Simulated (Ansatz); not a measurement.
# CsSbSe3 in Amm2, a phase reached by a soft mode: following an unstable mode, part 3 of 3

Aim: this structure of CsSbSe3 in Amm2, a phase reached by a soft mode is to be tested for unstable modes, and one is followed downhill.

Ansatz 0.2.0; DFT PBEsol, scalar-relativistic, plane waves, PAW; PAW set soft_1.

So far. Step 4 (The mode frozen in, largest atomic shift 0.22 Å): The run ends at a pressure of 0.00 GPa, with forces up to 0.092 eV/Å. Step 5 (Energy along the mode, all amplitudes (two of the runs …): The lowest of the steps tried is at 0.22 Å, 0.768 meV/atom below the parent; the bottom of the well need not coincide with a step.

The structure was built from a prototype and need not be the compound's stable phase.

## (7) The new phase in its own primitive cell

The relaxed structure is symmetrised, reduced to its primitive cell and relaxed tightly, as its phonons need.

Input file input.yaml:

```yaml
crystal:
  lattice:
    - [5.3696163151, 0.0, 0.0]
    - [0.0, 4.2793977772, 0.0]
    - [-2.4152191582, 0.0, 7.4240731477]
  atoms:
    - { symbol: Cs, position: [0.9983644742, 0.0, 0.0520783958] }
    - { symbol: Sb, position: [0.1884227692, 0.5, 0.6009329801] }
    - { symbol: Se, position: [0.470598957, 0.5, 0.3932193004] }
    - { symbol: Se, position: [0.4388423527, 0.5, 0.9223945677] }
    - { symbol: Se, position: [0.8600832273, 0.0, 0.5137619662] }
kpoints:
  mp_grid: { grid: [6, 8, 4] }
hamiltonian:
  xc: pbesol
  pseudopotentials: { kind: paw, azcp: { folder: soft_1 }, xc_functional: pbe }
scf:
  occupations: { method: methfessel_paxton, width: 0.2 }
output:
  forces: true
  stress: true
  eigenvalues: true
relax:
  adjacent_minimum: "off"
  f_tol: 0.001
  max_steps: 60
  cell: { stress_tol: 0.01 }
```

Launch:

```console
ansatz run input.yaml --threads 8 --pin off --max-ram 16384MiB --backend cpu --events-out ev --progress --plain --runs-dir out
```

Numbers of over 12 decimals in the logs are rounded to 6 here.

What it wrote:

```text
[...]
Crystal: 5 atoms, lattice volume = 170.596 Å³
Basis set: ecut = 420 eV, 3315 PW (Γ), exchange–correlation on 72×60×108 points (8 copies of the dense FFT grid, shifted against one another)
Bands: 44, of which v1, the nominal top of the filled ones, is band 36 counted from 1 (35 counted from 0)
Symmetry: 2 space group operations
[...]
k-points: 70 of 192 (time reversal used)
[...]
- [1.273027267863038e-18, 4.281050, 2.112130885249343e-18]
    - [-2.400469, 2.9457355917032156e-18, 7.437340]
  atoms:
    - { symbol: Cs, position: [0.998650, 2.537317359661353e-19, 0.052737] }
    - { symbol: Sb, position: [0.188107, 0.500000, 0.601070] }
    - { symbol: Se, position: [0.470687, 0.500000, 0.392979] }
    - { symbol: Se, position: [0.438894, 0.500000, 0.921468] }
    - { symbol: Se, position: [0.859973, 1.4260060701463889e-19, 0.514132] }
[key lines of the parts left out:]
SCF converged after 8 iterations
Free energy (F): -28269.016007 eV
Fermi energy:    5.916883 eV
P = ⅓ Tr σ = -0.0004 GPa (-0.004 kbar)
```

It took 70 s on 8 threads of Arm Neoverse V2, shared host; peak memory 0.9 GiB.

Step by step:

```
step  energy less that of the first step (eV)  largest force component (eV/Å)  pressure (GPa)  volume (Å³)
   1                                   0.0000                          0.0043            0.00       170.60
   2                                   0.0000                          0.0016            0.01       170.65
   3                                   0.0000                          0.0029            0.00       170.73
   4                                   0.0000                          0.0037            0.00       170.78
   5                                   0.0000                          0.0011            0.00       170.75
   6                                   0.0000                          0.0007            0.00       170.73
   7                                   0.0000                          0.0019            0.00       170.71
   8                                   0.0000                          0.0014            0.00       170.70
   9                                   0.0000                          0.0009            0.00       170.70
 10*                                   0.0000                          0.0009            0.00       170.70
```

Relaxation steps marked * repeat the geometry before them on a plane-wave basis chosen anew for their cell, so energy and pressure can jump there.

The run keeps the 2 symmetry operations that it works with, so distortions that break them were not tested.

```
     cell as run  before   after  change
           a (Å)   5.370   5.359  -0.2 %
           b (Å)   4.279   4.281  +0.0 %
           c (Å)   7.807   7.815  +0.1 %
           β (°)  108.02  107.81  -0.2 %
volume (Å³/atom)   34.12   34.14  +0.1 %
```

The relaxed structure:

```xyz
5
Lattice="5.3589 0.0000 0.0072 0.0000 4.2810 0.0000 -2.4005 0.0000 7.4373" Properties=species:S:1:pos:R:3 pbc="T T T"
Cs    5.2251    0.0000    0.3994
Sb   -0.4348    2.1405    4.4717
Se    1.5790    2.1405    2.9261
Se    0.1401    2.1405    6.8564
Se    3.3744    0.0000    3.8300
```

Numbers from this step:

- pressure: -3.86e-4 GPa
- volume per atom: 34.14 Å³
- gap on the k-mesh: 0.2235 eV
- direct gap on mesh: 0.4201 eV

The largest force component left is 0.89 meV/Å and the pressure is 0.000 GPa, within the tolerances set. The cell now holds 34.14 Å³/atom.

## (8) Modes of the new phase

A relaxed structure may still be a saddle point, so its zone-centre modes are computed. No field response is asked.

input.yaml, the sections that differ from step 7:

```yaml
crystal:
  lattice:
    - [5.3589354291, 0.0, 0.0071937953]
    - [0.0, 4.2810495072, 0.0]
    - [-2.4004687666, 0.0, 7.4373395614]
  atoms:
    - { symbol: Cs, position: [0.9986495407, 0.0, 0.0527370766] }
    - { symbol: Sb, position: [0.1881073902, 0.5, 0.6010703763] }
    - { symbol: Se, position: [0.4706873335, 0.5, 0.3929792123] }
    - { symbol: Se, position: [0.4388943113, 0.5, 0.9214683915] }
    - { symbol: Se, position: [0.8599732046, 0.0, 0.5141321535] }
output:
  eigenvalues: true
phonons:
  method: dfpt
# kpoints, hamiltonian, scf: as in step 7
# relax: removed
```

What it wrote:

```text
[...]
Crystal: 5 atoms, lattice volume = 170.700 Å³
Basis set: ecut = 420 eV, 3313 PW (Γ), exchange–correlation on 72×60×108 points (8 copies of the dense FFT grid, shifted against one another)
Bands: 44, of which v1, the nominal top of the filled ones, is band 36 counted from 1 (35 counted from 0)
Symmetry: 2 space group operations
k-points: 70 of 192 (time reversal used)
[...]
SCF iter   1: F=—  HF=-28271.634687 eV  |F-HF|=—  |Δ(HF+E_count)|=         —  Δρ=3.55e-2  dr2=7.96e0  ethr=3.10e-3  ⟨swp⟩=7.5  Hψ=12866  notcnv=0
[...]
SCF iter  15: F=-28269.016007 eV  HF=-28269.016007 eV  |F-HF|=0.00e0  |Δ(HF+E_count)|=  1.46e-11  S|Δr|=    0.00e0  Δρ=2.75e-8  dr2=2.37e-12  ethr=1.00e-12  ⟨swp⟩=15.1  Hψ=18931  notcnv=0
SCF 1 converged in 15 iterations: F = -28269.016007 eV  dr2 = 2.37e-12
[...]
SCF converged after 15 iterations
[...]
Free energy (F): -28269.016007 eV
[...]
Internal energy: -28269.020192 eV  (E = F + TS)
E sigma→0 (E₀):  -28269.017053 eV
Entropy (-TS):   0.004185 eV (0.837 meV/atom)
Fermi energy:    5.916883 eV
[...]
--- Band table (eV; the first three rows and the last of 70) ---
  k-point 0: bands = [... 32 lower, 4.4591, 5.0563, 5.1421, 5.6382, 6.0584, 7.5608, 8.1519, 9.1907, ... 4 higher]
  k-point 1: bands = [... 32 lower, 4.2681, 4.9787, 5.0946, 5.6880, 6.1981, 8.0048, 8.1853, 9.1644, ... 4 higher]
  k-point 2: bands = [... 32 lower, 4.1684, 4.9535, 5.0545, 5.7303, 6.2793, 8.2194, 8.5302, 9.0926, ... 4 higher]
  k-point 69: bands = [... 32 lower, 4.2886, 4.5103, 4.9964, 5.8348, 7.1314, 8.4153, 9.2282, 10.0352, ... 4 higher]
[...]
ASR residual: 1.179e-4 → 0.000e0 eV/Å²; symmetrization residual: 2.799e-5 eV/Å²
  ASR residual per site (eV/Å²): 9.79e-5 7.39e-5 8.58e-5 7.26e-5 1.18e-4
[...]
```

Elapsed: 1.9 min, on 8 threads; peak memory 2.1 GiB.

Numbers from this step:

- sum-rule residual before enforcement: 1.18e-4 eV/Å²
- point group: m
- highest optical mode at the zone centre (no LO-TO term): 264.9 cm⁻¹
- lowest optical zone-centre mode: -43.96 cm⁻¹

Patterns of degenerate modes are one choice out of their space. Modes at Γ, with each element's share of the kinetic energy (negative means imaginary):

```
mode  frequency (cm⁻¹)  symmetry  Cs %  Sb %  Se %
   1             -44.0       A''     4    15    81
   2               0.0  acoustic    27    25    48
   3               0.0  acoustic    27    25    48
   4               0.0  acoustic    27    25    48
   5              37.9        A'    40    15    46
   6              43.5       A''    34     6    61
   7              57.0        A'    72     9    19
   8              80.6       A''    36     1    64
   9              90.2        A'    21     6    73
  10             102.8        A'    11     6    83
  11             123.6        A'     2    14    84
  12             153.0        A'     0     6    94
  13             160.3       A''     0    53    47
  14             207.1        A'     0    48    52
  15             264.9        A'     0    47    53
```

Displacements in mode 1 (-44.0 cm⁻¹), the largest set to 1:
```
Cs1  0.00  0.24  0.00
Sb2  0.00 -0.50  0.00
Se3  0.00  1.00  0.00
Se4  0.00  0.33  0.00
Se5  0.00 -0.96  0.00
```

Displacements in mode 14 (207.1 cm⁻¹), the largest set to 1:
```
Cs1  0.01  0.00  0.02
Sb2  1.00  0.00 -0.25
Se3 -0.89  0.00  0.75
Se4 -0.09  0.00 -0.11
Se5 -0.57  0.00 -0.29
```

Before it was imposed, the acoustic sum rule was missed by 1.2e-4 eV/Å². Small misses are needed for a sound result but don't prove that mesh and cutoff are converged. The lowest optical mode is imaginary, 44.0i cm⁻¹, so the energy falls along it.

## (9) The phases reached

The phases reached along the modes that were followed are set side by side.

Energies are those of the first relaxation, on the mesh of the frozen mode; space group, volume and gap are those of the last relaxation. Phases, by row:

```
         mode frozen in  space group  energy from parent (meV/atom)  volume (Å³/atom)  gap on mesh (eV)  lowest zone-centre optical mode (cm⁻¹)  largest shift (Å)
                 parent         Amm2                              0             31.72                 0                                       –                  –
q = (0, 0, 0), 30i cm⁻¹           Pm                         -18.23             34.14             0.224                                     -44              0.669
```

## (10) Results

| Item | Value |
| --- | --- |
| unstable mode of the parent | q = (0, 0, 0), 30i cm⁻¹ |
| depth at the lowest point sampled | 0.768 meV/atom |
| largest atomic shift at that point | 0.22 Å |
| space group reached (within 0.01 Å) | Pm |
| energy gained over the parent (first relaxation, on the mesh of the frozen mode) | 18.2 meV/atom |
| volume per atom, phase reached | 34.1 Å³ |
| gap on the k-mesh, phase reached | 0.224 eV |
| lowest optical zone-centre mode, phase reached | -44.0 cm⁻¹ |
| highest optical mode at the zone centre (no LO-TO term), phase reached | 265 cm⁻¹ |

Along this mode the structure falls into Pm, 18.2 meV/atom below the parent. At the parent's cell the well is 0.768 meV/atom deep on the steps tried, with its lowest point at a shift of 0.22 Å. Relaxing atoms and cell changes the gain by +17.46 meV/atom against the lowest step (energies at zero smearing). Most of the total comes from this relaxation. The new phase still has an imaginary mode at the zone centre of its cell, so it is a saddle point on the way to a lower structure. How so shallow a well moves with the k mesh was not tested. Each path keeps the symmetry of its pattern, so a lower phase may lie along a pattern not tried. With no gap, or one that is small against the smearing, the frequencies hang on the k mesh and the smearing, most of all near Kohn anomalies. A semilocal functional can close a gap that the real compound would have, so the metallic treatment may be an artefact of the level. Spin-orbit coupling is left out, which can matter for the heavy elements here. The PAW files were made for PBE and serve the other functionals too. The starting cell was built on a prototype and not taken from a measurement, so the phase need not exist.

[Logs are printed without paths, hosts, clocks, repeated set-up lines and the standing remarks that a program may print on its own settings, such as how far it seeks lower states.]

[Hosts, paths, dates, database ids (printed as entryN), source tags and the programs' standing remarks are cut or masked in the printed files.]
